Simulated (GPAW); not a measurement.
# MgO2 (R-3m): G0W0 on several meshes in GPAW

Aim: the GW shift of MgO2 (R-3m) against the k mesh.

Calculated with GPAW 26.7.0; LDA and many-body steps on it, plane waves.

### Step 1. The structure

It takes space group R-3m (No. 166, trigonal). Conventional cell: a = 3.210 Å, b = 3.210 Å, c = 10.482 Å, α = 90.00°, β = 90.00°, γ = 120.00°. Nearest to Mg lie 6 O at 2.11 Å. O has 1 O at 1.49 Å and 3 Mg at 2.11 Å nearest. Farther neighbours and most contacts between anions are not listed.

As a file:

```
Mg O
1.0
     1.60476    0.92651    3.49398
    -1.60476    0.92651    3.49398
     0.00000   -1.85302    3.49398
Mg O
1 2
Direct
  0.00000 0.00000 0.00000
  0.42879 0.42879 0.42879
  0.57121 0.57121 0.57121
```

The cell and positions are those that the Materials Project relaxed with its own functionals (PBE, PBE+U or r2SCAN), kept fixed.

### Step 2. Empty states on the mesh, 4×4×4 mesh, 210 bands

This step: GPAW 26.7.0; DFT, LDA, plane waves, PAW.

The sums over transitions need many empty states on a uniform mesh; this step solves for them.

run.py

```python
import json
import numpy as np
from gpaw.mpi import world
from gpaw import GPAW

calc = GPAW('gs.gpw').fixed_density(kpts={'size': (4, 4, 4), 'gamma': True},
    parallel={'domain': 1, 'band': 1},
    txt='nscf.txt')
calc.diagonalize_full_hamiltonian(nbands=210)
calc.write('full.gpw', mode='all')
res = {}
kpts = calc.get_ibz_k_points()
res['kpts'] = kpts
res['eigenvalues'] = [calc.get_eigenvalues(kpt=k) for k in range(len(kpts))]
res['n_electrons'] = calc.get_number_of_electrons()

if world.rank == 0:
    with open('result.json', 'w') as f:
        json.dump(res, f, default=lambda x: x.tolist())
```

Run with:

```console
$ mpirun -n 4 gpaw python run.py
```

Numbers of over 12 decimals in the logs are rounded to 6 here.

Log:

```text
Diagonalizing LCAO Hamiltonian
Converting LCAO to pw mode
convergence criteria:
- Maximum integral of absolute [eigenst]ate change: 4e-08 eV^2 / valence electron
maximum number of iterations: 100

SCF iterations
|iter     |     time |      energy | eigst |  dens |
|iter:   1|  |             | +0.83 |       |
|iter:   2|  |             | -0.64 |       |
|iter:   3|  |             | -1.93 |       |
|iter:   4|  |             | -3.44 |       |
|iter:   5|  |             | -4.58 |       |
|iter:   6|  |             | -6.08 |       |
|iter:   7|  |             | -7.09 |       |
|iter:   8|  |             | -7.74c|       |
SCF steps: 8
  __  _  _
 | _ |_)|_||  |
 |__||  | ||/\| - 26.7.0

Input parameters:
  mode=PW(ecut=600.0),
  convergence={'density': 1e-06, 'bands': -3},
  gpts=array([24, 24, 24]),
  kpts=MonkhorstPack(size=(4, 4, 4), gamma=True),
  maxiter=100,
  nbands=18,
  occupations=Occupations(name='fermi-dirac', width=0.001, fixmagmom=False),
  parallel={'domain': 1, 'band': 1},
  xc=XC(name='LDA')
Matrix size: 1048x1048
# Writing to full.gpw (mode='all')
  [... matrices ...]

timing:  # [seconds]
  Total: 5.849  # ━━━━━━━━━━━━━━━━━━━━━━━━━━━━━━━━━━━━━━━━━━━━━━━━━━━━━━━━━━━
```

It took 9.5 s on 4 MPI ranks of Arm Neoverse V2, shared host; peak memory 1 GiB; 37 s of CPU time.

This step gave:

* gap: 2.196 eV
* k of the valence top: 0.5, 0.5, 0.5
* k of the conduction bottom: 0.5, 0.5, 0.5
* least direct gap: 2.196 eV
* k points computed: 13
* lowest point of the top converged band, above the valence top: 188.0061 eV

On this mesh the gap is 2.196 eV.

### Step 3. 4×4×4

G0W0 replaces the xc potential by the self-energy, built once from these orbitals. Only a window of levels is corrected, while the sums run over the empty bands that the input names.

This step: G0W0 on LDA, plane waves, PAW.

run.py

```python
import json
import numpy as np
from gpaw.mpi import world
from gpaw.response.g0w0 import G0W0

gw = G0W0('full.gpw',
    filename='gw',
    kpts=[0, 12],
    bands=(9, 13),
    ecut=60,
    nbands=32,
    integrate_gamma='WS',
    ppa=True)
gw.calculate()
res = {mode: {k: v for k, v in r.items() if k != 'sigma_eskwn'}
       for mode, r in gw.all_results.items()}

if world.rank == 0:
    with open('result.json', 'w') as f:
        json.dump(res, f, default=lambda x: x.tolist())
```

Run with:

```console
$ mpirun -n 4 gpaw python run.py
```

Log:

```text
Using integrator: PointIntegrator
FrequencyGridDescriptor(from 0.000+0.000j to 0.000+27.211j eV, 2 points)
Nonperiodic BCs:  [False False False]
Using integrator: PointIntegrator
FrequencyGridDescriptor(from 0.000+0.000j to 0.000+27.211j eV, 2 points)
Nonperiodic BCs:  [False False False]
  ___  _ _ _
 |   || | | |
 | | || | | |
 |__ ||_____|
 |___|

BZ k-points: Symmetries present (total): 12

  [... matrices ...]
64 k-points: 4 x 4 x 4 Monkhorst-Pack grid + [1/8,1/8,1/8]
13 k-points in the irreducible part of the Brillouin zone
       k-points in crystal coordinates                weights
   0:     0.00000000    0.00000000    0.00000000          1/64
   1:     0.25000000    0.00000000   -0.25000000          6/64
   2:     0.25000000    0.00000000    0.00000000          6/64
   3:     0.25000000    0.25000000   -0.25000000          6/64
   4:     0.25000000    0.25000000    0.00000000          6/64
   5:     0.25000000    0.25000000    0.25000000          2/64
   6:     0.50000000    0.00000000    0.00000000          3/64
   7:     0.50000000    0.25000000   -0.25000000          6/64
   8:     0.50000000    0.25000000    0.00000000         12/64
   9:     0.50000000    0.25000000    0.25000000          6/64
          ...
  12:     0.50000000    0.50000000    0.50000000          1/64

Distributing spins, k-points and bands (1 x 2 x 4) over 4 processes
Number of blocks: 1

Quasi particle states:
k-points (IBZ indices): [0, 12]
Band range: (9, 13)
  [... matrices ...]
Computational parameters:
Plane wave cut-off: 60 eV
Number of bands: 32
Coulomb cutoff: None
Broadening: 0.1 eV

fxc modes: GW
Kernel: RPA
Using Godby-Needs plasmon-pole approximation:
  Fitting energy: i*E0, E0 = 1.000 Hartree
Summing all q:

Calculating screened Coulomb potential
No Coulomb truncation
FrequencyGridDescriptor(from 0.000+0.000j to 0.000+27.211j eV, 2 points)
Removing empty qpoint cache files...

Calculating chi0 body with:
    Ground state adapter containing:
    Number of spins: 1
    Number of kpoints: 64
    Number of irreducible kpoints: 13
    Number of completely occupied states: 11
    Number of partially occupied states: 11
    Occupied states memory: 2.3203125 M / cpu

    Linear response parametrization:
    q_c: [0.0, 0.0, 0.0]
    Number of frequency points: 2
    Planewave cutoff: 60.0
    Number of bands: 32
    Number of planewaves: 35
    Broadening (eta): 1e-06
    comm.size: 4
    kncomm.size: 4
    blockcomm.size: 1

    Memory estimate of potentially large arrays:
        chi0_wGG: 0.037384 M / cpu
Integrating chi0 body.

Symmetries of q_c:
    Direct symmetries (Uq -> q): 12
    Indirect symmetries (TUq -> q): 0
In total 12 allowed symmetries.

  [... matrices ...]
13 groups of equivalent kpoints. 79.6875% reduction.

Integral kind: response function
Integrating chi0 head and wings.

Symmetries of q_c:
    Direct symmetries (Uq -> q): 12
    Indirect symmetries (TUq -> q): 0
In total 12 allowed symmetries.

  [... matrices ...]
13 groups of equivalent kpoints. 79.6875% reduction.

Integral kind: response function wings

Calculating chi0 body with:
    Ground state adapter containing:
    Number of spins: 1
    Number of kpoints: 64
    Number of irreducible kpoints: 13
    Number of completely occupied states: 11
    Number of partially occupied states: 11
    Occupied states memory: 2.3203125 M / cpu

    Linear response parametrization:
[... the further q-points ...]

Results:
f:      Occupation numbers
eps:     KS-eigenvalues [eV]
vxc:     KS vxc [eV]
exx:     Exact exchange [eV]
sigma:   Self-energies [eV]
dsigma:  Self-energy derivatives
Z:       Renormalization factors
qp:      QP-energies [eV]

k-point 0 (0): (0.000, 0.000, 0.000)                GW
band       f     eps     vxc     exx   sigma  dsigma       Z      qp
                                                                   GW
   9   1.000   2.885 -20.758 -26.736   4.907  -0.258   0.795   2.034
  10   1.000   2.885 -20.758 -26.736   4.907  -0.258   0.795   2.034
  11   0.000   8.058 -12.247  -7.047  -3.316  -0.166   0.857   9.674
  12   0.000   8.399 -21.710 -13.588  -4.067  -0.270   0.787  11.592

k-point 1 (12): (0.500, 0.500, 0.500)                GW
band       f     eps     vxc     exx   sigma  dsigma       Z      qp
                                                                   GW
   9   1.000   3.693 -21.838 -27.555   4.844  -0.253   0.798   2.996
  10   1.000   3.693 -21.838 -27.555   4.844  -0.253   0.798   2.996
  11   0.000   5.889 -19.709 -13.397  -3.388  -0.224   0.817   8.279
  12   0.000   8.411 -10.216  -4.948  -3.419  -0.159   0.863  10.007
```

Run time: 12 s. Hardware: 4 MPI ranks; peak memory 0.93 GiB.

This step gave:

```
G0W0 gap on the points computed              : 5.283 eV
least direct G0W0 gap on the computed points : 5.283 eV
Z at the valence top                         : 0.7980
Z at the conduction bottom                   : 0.8171
starting gap on the mesh                     : 2.196 eV
k of the valence top                         : 0.5, 0.5, 0.5
k of the conduction bottom                   : 0.5, 0.5, 0.5
```

The gap on the mesh goes from 2.20 eV to 5.28 eV, a correction of +3.09 eV.

### Step 4. Empty states on the mesh, 6×6×6 mesh, 42 bands

This step: DFT, LDA, plane waves, PAW.

run.py

```python
import json
import numpy as np
from gpaw.mpi import world
from gpaw import GPAW

calc = GPAW('gs.gpw').fixed_density(kpts={'size': (6, 6, 6), 'gamma': True},
    nbands=49,
    convergence={'bands': 42},
    txt='nscf.txt')
calc.write('full.gpw', mode='all')
res = {}
kpts = calc.get_ibz_k_points()
res['kpts'] = kpts
res['eigenvalues'] = [calc.get_eigenvalues(kpt=k) for k in range(len(kpts))]
res['n_electrons'] = calc.get_number_of_electrons()

if world.rank == 0:
    with open('result.json', 'w') as f:
        json.dump(res, f, default=lambda x: x.tolist())
```

Run with:

```console
$ mpirun -n 4 gpaw python run.py
```

Log:

```text
Diagonalizing LCAO Hamiltonian
Converting LCAO to pw mode
convergence criteria:
- Maximum integral of absolute [eigenst]ate change: 4e-08 eV^2 / valence electron
maximum number of iterations: 100

SCF iterations
|iter     |     time |      energy | eigst |  dens |
|iter:   1|  |             | +3.77 |       |
|iter:   2|  |             | +2.40 |       |
|iter:   3|  |             | +1.32 |       |
[...]
|iter:  10|  |             | -6.37 |       |
|iter:  11|  |             | -7.21 |       |
|iter:  12|  |             | -7.81c|       |
SCF steps: 12
  __  _  _
 | _ |_)|_||  |
 |__||  | ||/\| - 26.7.0

Input parameters:
  mode=PW(ecut=600.0),
  convergence={'bands': 42},
  gpts=array([24, 24, 24]),
  kpts=MonkhorstPack(size=(6, 6, 6), gamma=True),
  maxiter=100,
  nbands=49,
  occupations=Occupations(name='fermi-dirac', width=0.001, fixmagmom=False),
  parallel={},
  xc=XC(name='LDA')
# Writing to full.gpw (mode='all')
  [... matrices ...]

timing:  # [seconds]
  Total: 0.033  # ━━━━━━━━━━━━━━━━━━━━━━━━━━━━━━━━━━━━━━━━━━━━━━━━━━━━━━━━━━━
```

Elapsed: 12 s, on 4 MPI ranks; peak memory 0.73 GiB; 46 s of CPU time.

This step gave:

- gap: 2.196 eV
- k of the valence top: 0.5, 0.5, 0.5
- k of the conduction bottom: 0.5, 0.5, 0.5
- least direct gap: 2.196 eV
- k points computed: 32
- lowest point of the top converged band, above the valence top: 50.2891 eV

On this mesh the gap is 2.196 eV.

### Step 5. 6×6×6

This step: G0W0 on LDA, plane waves, PAW.

run.py

```python
import json
import numpy as np
from gpaw.mpi import world
from gpaw.response.g0w0 import G0W0

gw = G0W0('full.gpw',
    filename='gw',
    kpts=[0, 31],
    bands=(9, 13),
    ecut=60,
    nbands=32,
    integrate_gamma='WS',
    ppa=True)
gw.calculate()
res = {mode: {k: v for k, v in r.items() if k != 'sigma_eskwn'}
       for mode, r in gw.all_results.items()}

if world.rank == 0:
    with open('result.json', 'w') as f:
        json.dump(res, f, default=lambda x: x.tolist())
```

Run with:

```console
$ mpirun -n 4 gpaw python run.py
```

Log:

```text
Using integrator: PointIntegrator
FrequencyGridDescriptor(from 0.000+0.000j to 0.000+27.211j eV, 2 points)
Nonperiodic BCs:  [False False False]
Using integrator: PointIntegrator
FrequencyGridDescriptor(from 0.000+0.000j to 0.000+27.211j eV, 2 points)
Nonperiodic BCs:  [False False False]
  ___  _ _ _
 |   || | | |
 | | || | | |
 |__ ||_____|
 |___|

BZ k-points: Symmetries present (total): 12

  [... matrices ...]
216 k-points: 6 x 6 x 6 Monkhorst-Pack grid + [1/12,1/12,1/12]
32 k-points in the irreducible part of the Brillouin zone
       k-points in crystal coordinates                weights
   0:     0.00000000    0.00000000    0.00000000          1/216
   1:     0.16666667    0.00000000   -0.16666667          6/216
   2:     0.16666667    0.00000000    0.00000000          6/216
[...]
9:     0.33333333    0.00000000    0.00000000          6/216
          ...
  31:     0.50000000    0.50000000    0.50000000          1/216

Distributing spins, k-points and bands (1 x 2 x 4) over 4 processes
Number of blocks: 1

Quasi particle states:
k-points (IBZ indices): [0, 31]
Band range: (9, 13)
  [... matrices ...]
Computational parameters:
Plane wave cut-off: 60 eV
Number of bands: 32
Coulomb cutoff: None
Broadening: 0.1 eV

fxc modes: GW
Kernel: RPA
Using Godby-Needs plasmon-pole approximation:
  Fitting energy: i*E0, E0 = 1.000 Hartree
Summing all q:

Calculating screened Coulomb potential
No Coulomb truncation
FrequencyGridDescriptor(from 0.000+0.000j to 0.000+27.211j eV, 2 points)
Removing empty qpoint cache files...

Calculating chi0 body with:
    Ground state adapter containing:
    Number of spins: 1
    Number of kpoints: 216
    Number of irreducible kpoints: 32
    Number of completely occupied states: 11
[...]
Number of frequency points: 2
    Planewave cutoff: 60.0
    Number of bands: 32
    Number of planewaves: 35
    Broadening (eta): 1e-06
    comm.size: 4
    kncomm.size: 4
    blockcomm.size: 1

    Memory estimate of potentially large arrays:
        chi0_wGG: 0.037384 M / cpu
Integrating chi0 body.

Symmetries of q_c:
    Direct symmetries (Uq -> q): 12
    Indirect symmetries (TUq -> q): 0
In total 12 allowed symmetries.

  [... matrices ...]
32 groups of equivalent kpoints. 85.185185% reduction.

Integral kind: response function
Integrating chi0 head and wings.

Symmetries of q_c:
    Direct symmetries (Uq -> q): 12
    Indirect symmetries (TUq -> q): 0
In total 12 allowed symmetries.

  [... matrices ...]
32 groups of equivalent kpoints. 85.185185% reduction.

Integral kind: response function wings

Calculating chi0 body with:
    Ground state adapter containing:
    Number of spins: 1
    Number of kpoints: 216
    Number of irreducible kpoints: 32
    Number of completely occupied states: 11
    Number of partially occupied states: 11
[... the further q-points ...]

Results:
f:      Occupation numbers
eps:     KS-eigenvalues [eV]
vxc:     KS vxc [eV]
exx:     Exact exchange [eV]
sigma:   Self-energies [eV]
dsigma:  Self-energy derivatives
Z:       Renormalization factors
qp:      QP-energies [eV]

k-point 0 (0): (0.000, 0.000, 0.000)                GW
band       f     eps     vxc     exx   sigma  dsigma       Z      qp
                                                                   GW
   9   1.000   2.885 -20.758 -26.726   4.911  -0.257   0.796   2.044
  10   1.000   2.885 -20.758 -26.726   4.911  -0.257   0.796   2.044
  11   0.000   8.058 -12.247  -7.067  -3.301  -0.166   0.858   9.671
[...]
k-point 1 (31): (0.500, 0.500, 0.500)                GW
band       f     eps     vxc     exx   sigma  dsigma       Z      qp
                                                                   GW
[...]
11   0.000   5.889 -19.709 -13.446  -3.355  -0.223   0.818   8.267
  12   0.000   8.411 -10.216  -4.962  -3.408  -0.158   0.864  10.005
```

Run time: 64 s. Hardware: 4 MPI ranks; peak memory 1.5 GiB.

Numbers from this step:

| Item | Value |
| --- | --- |
| G0W0 gap on the points computed | 5.254 eV |
| least direct G0W0 gap on the computed points | 5.254 eV |
| Z at the valence top | 0.7987 |
| Z at the conduction bottom | 0.8178 |
| starting gap on the mesh | 2.196 eV |
| k of the valence top | 0.5, 0.5, 0.5 |
| k of the conduction bottom | 0.5, 0.5, 0.5 |

Against G0W0 in GPAW (4×4×4 mesh, 32 bands, screening to 60 eV, Godby-Needs plasmon pole), the gap moves by −0.029 eV.

### Step 6. The runs together

Times are wall times on 4 MPI ranks of Arm Neoverse V2, shared host, good to a factor of about two.

| run | mesh | bands | screening cutoff (eV) | DFT gap (eV) | gap on the mesh (eV) | direct (eV) | time |
| --- | --- | --- | --- | --- | --- | --- | --- |
| 4×4×4 | 4×4×4 | 32 | 60 | 2.196 | 5.283 | 5.283 | 12 s |
| 6×6×6 | 6×6×6 | 32 | 60 | 2.196 | 5.254 | 5.254 | 64 s |

### Step 7. Outcome

| Property | Result |
| --- | --- |
| 4×4×4 | 5.283 eV |
| 6×6×6 | 5.254 eV |
| known limits | not at the basis limit; coarse k mesh |

In words: 6×6×6: −0.029 eV against 4×4×4. Bands and cutoff are finite, so the gap is not at the basis limit. The miss can reach some tenths of an eV and take either sign; the mesh is an error of its own. These stock PAW sets were not made for GW. In the G0W0 runs levels were corrected at 2 k points alone, so a gap called «on the mesh» is the least over those, and an edge elsewhere would be missed. The 4×4×4 mesh is coarse for this cell, which bears on the long-range parts of exchange and screening.

[Paths, hosts, dates, memory and timing lines, banners, echoed tables and standing remarks are left out of the program output.]

[Logs are printed without paths, hosts, clocks, repeated set-up lines and the standing remarks that a program may print on its own settings, such as how far it seeks lower states.]

[Runs of the session that timed out or met a known fault of the program may be left out.]

[Hosts, paths, dates, database ids (printed as entryN), source tags and the programs' standing remarks are cut or masked in the printed files.]
